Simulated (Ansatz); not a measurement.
# Ti (P6_3/mmc, 2 atoms in the cell) under uniaxial strain along c, part 2 of 2

Wanted: the shifts of the zone-centre modes of Ti (P6_3/mmc, 2 atoms in the cell) with strain.

Ansatz 0.2.0; DFT LDA, scalar-relativistic, plane waves, PAW; PAW set soft_1.

So far, highest optical mode at the zone centre (no LO-TO term) (cm⁻¹): step 5 (zone-centre response at rest) 203.

### Step 6. Relaxation of a member: uniaxial strain of +4 % along c

The cell takes a uniaxial strain of +4 % along c. The strained length and the angles are held, while the rest of the cell and the atoms relax.

input.yaml reads:

```yaml
crystal:
  lattice:
    - [2.8362694829, 0.0, 0.0]
    - [-1.4181347415, 2.4562814242, 0.0]
    - [0.0, 0.0, 4.7153537347]
  atoms:
    - { symbol: Ti, position: [0.3333333046, 0.6666666954, 0.25] }
    - { symbol: Ti, position: [0.6666666954, 0.3333333046, 0.75] }
kpoints:
  mp_grid: { grid: [18, 18, 12] }
hamiltonian:
  xc: lda
  pseudopotentials: { kind: paw, azcp: { folder: soft_1 }, xc_functional: pbe }
scf:
  occupations: { method: methfessel_paxton, width: 0.2 }
output:
  forces: true
  stress: true
  eigenvalues: true
relax:
  adjacent_minimum: "off"
  f_tol: 0.001
  max_steps: 60
  cell: { stress_tol: 0.01, fix: [c, angles] }
```

Command:

```bash
ansatz run input.yaml --threads 4 --pin off --max-ram 10240MiB --backend cpu --events-out ev --progress --plain --runs-dir out
```

Numbers of over 12 decimals in the logs are rounded to 6 here.

Log:

```text
[...]
k-point 636: bands = [... 8 lower, 11.2582, 11.2582, 12.9508, 12.9508, 15.5937, 15.5937, 15.9436, 15.9436]
--- Relaxed structure (3 steps of the walk, 3 accepted, 1 SCFs on fresh bases) ---
[...]
cell:  # Å, volume = 32.6380 Å³
    - [2.827087, 2.877390843299943e-11, 0]
    - [-1.413543, 2.448329, 0]
    - [0, 0, 4.7153537347]
  atoms:
    - { symbol: Ti, position: [0.333334, 0.666666, 0.25] }
    - { symbol: Ti, position: [0.666666, 0.333334, 0.75] }
[key lines of the parts left out:]
SCF converged after 5 iterations
Free energy (F): -4900.593397 eV
Fermi energy:    13.961527 eV
P = ⅓ Tr σ = -1.8007 GPa (-18.007 kbar)
```

The job ended after 44 s (4 threads of Intel Xeon at 2.50GHz (Skylake/Cascade Lake), shared host; peak memory 0.63 GiB; 2.4 min of CPU time).

Step by step:

```
step  energy less that of the first step (eV)  largest force component (eV/Å)  pressure (GPa)  volume (Å³)
   1                                   0.0000                          0.0000           -2.57        32.85
   2                                  -0.0005                          0.0000           -1.44        32.54
   3                                  -0.0006                          0.0000           -1.80        32.64
  4*                                  -0.0006                          0.0000           -1.80        32.64
```

Relaxation steps marked * repeat the geometry before them on a plane-wave basis chosen anew for their cell, so energy and pressure can jump there.

```
conventional cell, symmetrised  before  after  change
                         a (Å)   2.836  2.827  -0.3 %
                         b (Å)   2.836  2.827  -0.3 %
                         c (Å)   4.715  4.715  +0.0 %
              volume (Å³/atom)   16.43  16.32  -0.6 %
```

Final coordinates:

```
Ti
1.0
     2.82709    0.00000    0.00000
    -1.41354    2.44833    0.00000
     0.00000    0.00000    4.71535
Ti
2
Cartesian
  0.0000 1.6322 1.1788
  1.4135 0.8161 3.5365
```

Numbers from this step:

```
pressure        : -1.801 GPa
volume per atom : 16.32 Å³
```

The largest force component left is 0.0018 meV/Å.

### Step 7. Modes of this member: uniaxial strain of +4 % along c

The zone-centre modes follow for uniaxial strain of +4 % along c.

input.yaml, the sections that differ from step 6:

```yaml
crystal:
  lattice:
    - [2.8270865748, 0.0, 0.0]
    - [-1.4135432874, 2.4483287924, 0.0]
    - [0.0, 0.0, 4.7153537347]
  atoms:
    - { symbol: Ti, position: [0.3333335448, 0.6666664552, 0.25] }
    - { symbol: Ti, position: [0.6666664552, 0.3333335448, 0.75] }
output:
  eigenvalues: true
phonons:
  method: dfpt
# kpoints, hamiltonian, scf: as in step 6
# relax: removed
```

Log:

```text
Warning: the atoms were moved onto the symmetric positions of the space group found under crystal.symmetry.tolerance 1.0e-5 (fractional; no operation is sought that the atoms, as they stand in a round, miss by more than twice it, and no atom is moved by as much as it), and the run uses the moved positions. Before a round's move an operation carried an atom to 1.79e-6 Å from where it should land, the largest such dist [...]
[...]
Crystal: 2 atoms, lattice volume = 32.638 Å³
Basis set: ecut = 420 eV, 651 PW (Γ), exchange–correlation on 40×40×64 points (8 copies of the dense FFT grid, shifted against one another)
Bands: 16, of which v1, the nominal top of the filled ones, is band 12 counted from 1 (11 counted from 0)
Symmetry: 24 space group operations
k-points: 637 of 3888 (irreducible under 4 space group operations, time reversal used)
[...]
SCF iter   1: F=—  HF=-4901.001028 eV  |F-HF|=—  |Δ(HF+E_count)|=         —  Δρ=6.08e-2  dr2=1.19e0  ethr=3.10e-3  ⟨swp⟩=4.4  Hψ=89527  notcnv=0
[...]
SCF iter   8: F=-4900.593397 eV  HF=-4900.593397 eV  |F-HF|=1.82e-12  |Δ(HF+E_count)|=  1.05e-10  S|Δr|=    0.00e0  Δρ=2.75e-8  dr2=6.03e-14  ethr=1.00e-12  ⟨swp⟩=8.9  Hψ=50679  notcnv=0
SCF 1 converged in 8 iterations: F = -4900.593397 eV  dr2 = 6.03e-14
[...]
SCF converged after 8 iterations
[...]
Free energy (F): -4900.593397 eV
[...]
Internal energy: -4900.597204 eV  (E = F + TS)
E sigma→0 (E₀):  -4900.594349 eV
Entropy (-TS):   0.003807 eV (1.903 meV/atom)
Fermi energy:    13.961527 eV
[...]
--- Band table (eV; the first three rows and the last of 637) ---
  k-point 0: bands = [... 8 lower, 7.7336, 11.1168, 14.5354, 14.5398, 14.8150, 14.8150, 15.2698, 15.2698, ... 4 higher]
  k-point 1: bands = [... 8 lower, 7.7916, 11.0882, 14.4398, 14.5098, 14.7974, 14.7974, 15.2444, 15.2444, ... 4 higher]
  k-point 2: bands = [... 8 lower, 7.9631, 10.9895, 14.2076, 14.4237, 14.7585, 14.7585, 15.1746, 15.1746, ... 4 higher]
  k-point 636: bands = [... 8 lower, 11.8954, 11.8954, 13.3642, 13.3642, 13.9322, 13.9322, 15.6089, 15.6089, ... 4 higher]
[...]
ASR residual: 5.336e-6 → 0.000e0 eV/Å²; symmetrization residual: 7.980e-13 eV/Å²
  ASR residual per site (eV/Å²): 5.34e-6 5.34e-6
  Γ frequencies (cm⁻¹): 0.00 0.00 0.00 107.39 107.39 194.00
[...]
```

Run time: 63 s. Hardware: 4 threads; peak memory 1.4 GiB; 3.2 min of CPU time.

Numbers from this step:

- sum-rule residual before enforcement: 5.34e-6 eV/Å²
- highest optical mode at the zone centre (no LO-TO term): 194 cm⁻¹
- lowest optical zone-centre mode: 107.4 cm⁻¹

Patterns of degenerate modes are one choice out of their space. Modes at Γ:

| mode | frequency (cm⁻¹) | symmetry |
| --- | --- | --- |
| 1 | 0.0 | acoustic |
| 2 | 0.0 | acoustic |
| 3 | 0.0 | acoustic |
| 4 | 107.4 | E2g |
| 5 | 107.4 | E2g |
| 6 | 194.0 | B1g |

The lowest optical mode is real, 107 cm⁻¹, and the highest lies at 194.0 cm⁻¹.

Between step 5 and this run (strain 4 %) the value for the highest optical mode at the zone centre (no LO-TO term) moves from 203 cm⁻¹ to 194 cm⁻¹ (-4 %).

### Step 8. A member of the series: uniaxial strain of -4 % along c

The cell takes a uniaxial strain of -4 % along c. The strained length and the angles are held, while the rest of the cell and the atoms relax.

input.yaml, the sections that differ from step 7:

```yaml
crystal:
  lattice:
    - [2.8920764454, 0.0, 0.0]
    - [-1.4460382227, 2.5046116714, 0.0]
    - [0.0, 0.0, 4.3526342164]
  atoms:
    - { symbol: Ti, position: [0.3333332908, 0.6666667092, 0.25] }
    - { symbol: Ti, position: [0.6666667092, 0.3333332908, 0.75] }
output:
  forces: true
  stress: true
  eigenvalues: true
relax:
  adjacent_minimum: "off"
  f_tol: 0.001
  max_steps: 60
  cell: { stress_tol: 0.01, fix: [c, angles] }
# kpoints, hamiltonian, scf: as in step 7
# phonons: removed
```

Log:

```text
[...]
Crystal: 2 atoms, lattice volume = 31.528 Å³
Basis set: ecut = 420 eV, 627 PW (Γ)
Bands: 16, of which v1, the nominal top of the filled ones, is band 12 counted from 1 (11 counted from 0)
Symmetry: 8 space group operations
k-points: 637 of 3888
[...]
k-point 636: bands = [... 8 lower, 11.6657, 11.6657, 13.6204, 13.6204, 16.0447, 16.0447, 16.1330, 16.1330, ... 4 higher]
--- Relaxed structure (3 steps of the walk, 3 accepted, 1 SCFs on fresh bases) ---
[...]
cell:  # Å, volume = 31.7504 Å³
    - [2.902238, -1.3511565067638982e-18, 0.0]
    - [-1.451119, 2.513412, 0.0]
    - [0.0, 0.0, 4.3526342164]
  atoms:
    - { symbol: Ti, position: [0.333333, 0.666667, 0.250000] }
    - { symbol: Ti, position: [0.666667, 0.333333, 0.75] }
[key lines of the parts left out:]
SCF converged after 5 iterations
Free energy (F): -4900.590478 eV
Fermi energy:    14.452532 eV
P = ⅓ Tr σ = 2.0626 GPa (20.626 kbar)
```

It took 46 s on 4 threads; peak memory 0.67 GiB.

Step by step:

```csv
step,energy less that of the first step (eV),largest force component (eV/Å),pressure (GPa),volume (Å³)
1,0.0000,0.0000,3.00,31.53
2,-0.0004,0.0000,1.49,31.89
3,-0.0007,0.0000,2.06,31.75
4*,-0.0007,0.0000,2.06,31.75
```

Relaxation steps marked * repeat the geometry before them on a plane-wave basis chosen anew for their cell, so energy and pressure can jump there.

```csv
"conventional cell, symmetrised",before,after,change
a (Å),2.892,2.902,+0.4 %
b (Å),2.892,2.902,+0.4 %
c (Å),4.353,4.353,-0.0 %
volume (Å³/atom),15.76,15.88,+0.7 %
```

The relaxed structure:

```
Ti
1.0
     2.90224    0.00000    0.00000
    -1.45112    2.51341    0.00000
     0.00000    0.00000    4.35263
Ti
2
Cartesian
  0.0000 1.6756 1.0882
  1.4511 0.8378 3.2645
```

Numbers from this step:

```
pressure        : 2.063 GPa
volume per atom : 15.88 Å³
```

The largest force component left is 0.0017 meV/Å.

### Step 9. Modes of this member: uniaxial strain of -4 % along c

The zone-centre modes follow for uniaxial strain of -4 % along c.

input.yaml, the sections that differ from step 8:

```yaml
crystal:
  lattice:
    - [2.9022380005, 0.0, 0.0]
    - [-1.4511190002, 2.5134118362, 0.0]
    - [0.0, 0.0, 4.3526342164]
  atoms:
    - { symbol: Ti, position: [0.3333331771, 0.6666668229, 0.25] }
    - { symbol: Ti, position: [0.6666668229, 0.3333331771, 0.75] }
output:
  eigenvalues: true
phonons:
  method: dfpt
# kpoints, hamiltonian, scf: as in step 8
# relax: removed
```

Log:

```text
[...]
Crystal: 2 atoms, lattice volume = 31.750 Å³
Basis set: ecut = 420 eV, 627 PW (Γ), exchange–correlation on 40×40×60 points (8 copies of the dense FFT grid, shifted against one another)
Bands: 16, of which v1, the nominal top of the filled ones, is band 12 counted from 1 (11 counted from 0)
Symmetry: 24 space group operations
[...]
k-point 2: bands = [... 8 lower, 8.4248, 11.4859, 14.9498, 14.9498, 15.5804, 15.6009, 15.6214, 15.6214, ... 4 higher]
  k-point 636: bands = [... 8 lower, 12.2907, 12.2907, 13.8525, 13.8525, 14.3302, 14.3302, 16.0825, 16.0825, ... 4 higher]
[...]
ASR residual: 3.323e-5 → 0.000e0 eV/Å²; symmetrization residual: 5.395e-10 eV/Å²
  ASR residual per site (eV/Å²): 3.32e-5 3.32e-5
  Γ frequencies (cm⁻¹): 0.00 0.00 0.00 117.17 117.17 259.40
[...]
[key lines of the parts left out:]
SCF converged after 8 iterations
Free energy (F): -4900.590478 eV
Fermi energy:    14.452533 eV
```

The job ended after 56 s (4 threads; peak memory 1.4 GiB; 3.2 min of CPU time).

This step gave:

* sum-rule residual before enforcement: 3.32e-5 eV/Å²
* highest optical mode at the zone centre (no LO-TO term): 259.4 cm⁻¹
* lowest optical zone-centre mode: 117.2 cm⁻¹

Patterns of degenerate modes are one choice out of their space. Modes at Γ:

| mode | frequency (cm⁻¹) | symmetry |
| --- | --- | --- |
| 1 | 0.0 | acoustic |
| 2 | 0.0 | acoustic |
| 3 | 0.0 | acoustic |
| 4 | 117.2 | E2g |
| 5 | 117.2 | E2g |
| 6 | 259.4 | B1g |

Displacements in mode 4 (117.2 cm⁻¹), the largest set to 1:
```
Ti1  0.00  1.00  0.00
Ti2  0.00 -1.00  0.00
```

Displacements in mode 6 (259.4 cm⁻¹), the largest set to 1:
```
Ti1  0.00  0.00  1.00
Ti2  0.00  0.00 -1.00
```

The lowest optical mode is real, 117 cm⁻¹, and the highest lies at 259.4 cm⁻¹.

For the highest optical mode at the zone centre (no LO-TO term), step 5 gave 203 cm⁻¹; this run, with strain -4 %, gives 259 cm⁻¹ (+28 %).

### Step 10. All members side by side

The members are set side by side, also those not shown above.

Stress is positive in compression; energies are extrapolated to zero smearing, and E0 is that at rest; the edges not held and the atoms are relaxed in each cell; all runs use 18×18×12 k points and Methfessel-Paxton smearing of 0.2 eV. State of the crystal along the series:

```
strain (%)  stress along the axis (GPa)  free strain along a (%)  free strain along b (%)  E - E0 (meV/atom)
        -4                        6.204                     1.35                     1.35              12.51
        -3                        4.644                   0.9951                   0.9951                6.9
        -2                        3.047                   0.6574                   0.6574              2.997
        -1                        1.488                   0.3279                   0.3279             0.7315
         0                    -0.005572                        0                        0                  0
         1                       -1.462                  -0.3186                  -0.3186             0.7265
         2                       -2.868                  -0.6364                  -0.6364              2.869
         3                       -4.192                  -0.9538                  -0.9538              6.369
         4                       -5.397                   -1.274                   -1.274               11.1
```

Optical modes are counted from below at rest and tracked from member to member by their patterns, and modes that stay within 0.3 cm⁻¹ of each other stand once; labels, where given, are those at rest; the edges not held and the atoms are relaxed in each cell; all runs use 18×18×12 k points and Methfessel-Paxton smearing of 0.2 eV. Optical modes along the series:

| strain (%) | optical mode 1 E2g (cm⁻¹) | optical mode 2 B1g (cm⁻¹) |
| --- | --- | --- |
| -4 | 117.2 | 259.4 |
| -3 | 116.7 | 244.8 |
| -2 | 116 | 229.4 |
| -1 | 115.1 | 214.7 |
| 0 | 114.1 | 202.8 |
| 1 | 112.9 | 195.1 |
| 2 | 111.2 | 192 |
| 3 | 109.3 | 192.2 |
| 4 | 107.4 | 194 |

Value and slope at zero strain of a cubic (a lower polynomial where under five rows exist) through the rows within 2 % of rest. Slopes at rest:

```csv
mode,frequency (cm⁻¹),shift per percent of strain (cm⁻¹),shift per GPa of compressive stress (cm⁻¹)
optical mode 1 E2g,114.1,-1.11,0.76
optical mode 2 B1g,202.9,-9.93,6.74
```

### Step 11. Results

* members: 9
* highest optical mode at the zone centre (no LO-TO term), at rest: 202.8 cm⁻¹
* Young’s modulus along c: 147 GPa
* optical mode 1 E2g, shift per percent: -1.11 cm⁻¹
* optical mode 2 B1g, shift per percent: -9.93 cm⁻¹

The stress changes by 1.47 GPa for each percent, a Young’s modulus of 147 GPa along c. For each percent the free edge responds with -0.32 %. Within 2 % of rest optical mode 1 E2g and optical mode 2 B1g bend away from a straight line, so a single slope holds only near rest. These are harmonic frequencies at zero temperature: anharmonic shifts, linewidths and thermal expansion are left out. With no gap, or one that is small against the smearing, the frequencies hang on the k mesh and the smearing, most of all near Kohn anomalies. The PAW files were made for PBE; the program adapts parts of them to the functional of the run, but their partial waves stay those of PBE, an approximation that was not tested in this session. Only the zone centre was solved, so an instability at another wavevector cannot show here.

[Logs are printed without paths, hosts, clocks, repeated set-up lines and the standing remarks that a program may print on its own settings, such as how far it seeks lower states.]

[Hosts, paths, dates, database ids (printed as entryN), source tags and the programs' standing remarks are cut or masked in the printed files.]
